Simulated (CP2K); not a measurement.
The C K edge of styrene was computed by TDDFT (CP2K XAS_TDP, aug-cc-pVDZ, TDA) at these levels: PBEh(45%), PBEh(45%) + GW2X and PBEh(60%). The first three lines of C1 (bonded to C and 2 H) with a strength over 0.0015, energy in eV and strength:

```tsv
run	first	second	third
1	286.52 (0.046)	290.02 (0.006)	290.42 (0.015)
2	284.64 (0.056)	288.88 (0.010)	289.23 (0.028)
3	280.59 (0.047)	284.09 (0.006)	284.50 (0.015)
```

Which run is which?

Run 1: PBEh(45%) + GW2X (45 % exact exchange). Run 2: PBEh(60%) (60 % exact exchange). Run 3: PBEh(45%) (45 % exact exchange). Self-interaction lifts the core level, so the uncorrected lines rise with the share of exact exchange. The GW2X run keeps the spacings of its parent: 3.50 eV between the first two lines in run 1, 3.50 eV in run 3. Its shift is +5.93 eV, since the Kohn–Sham level at this share of exchange lies that far above the quasiparticle level.

[Banner, clock and machine lines of the logs are left out without a mark of their own.]

[Logs are printed without paths, hosts, clocks, repeated set-up lines and the standing remarks that a program may print on its own settings, such as how far it seeks lower states.]

[Hosts, paths, dates, database ids (printed as entryN), source tags and the programs' standing remarks are cut or masked in the printed files.]
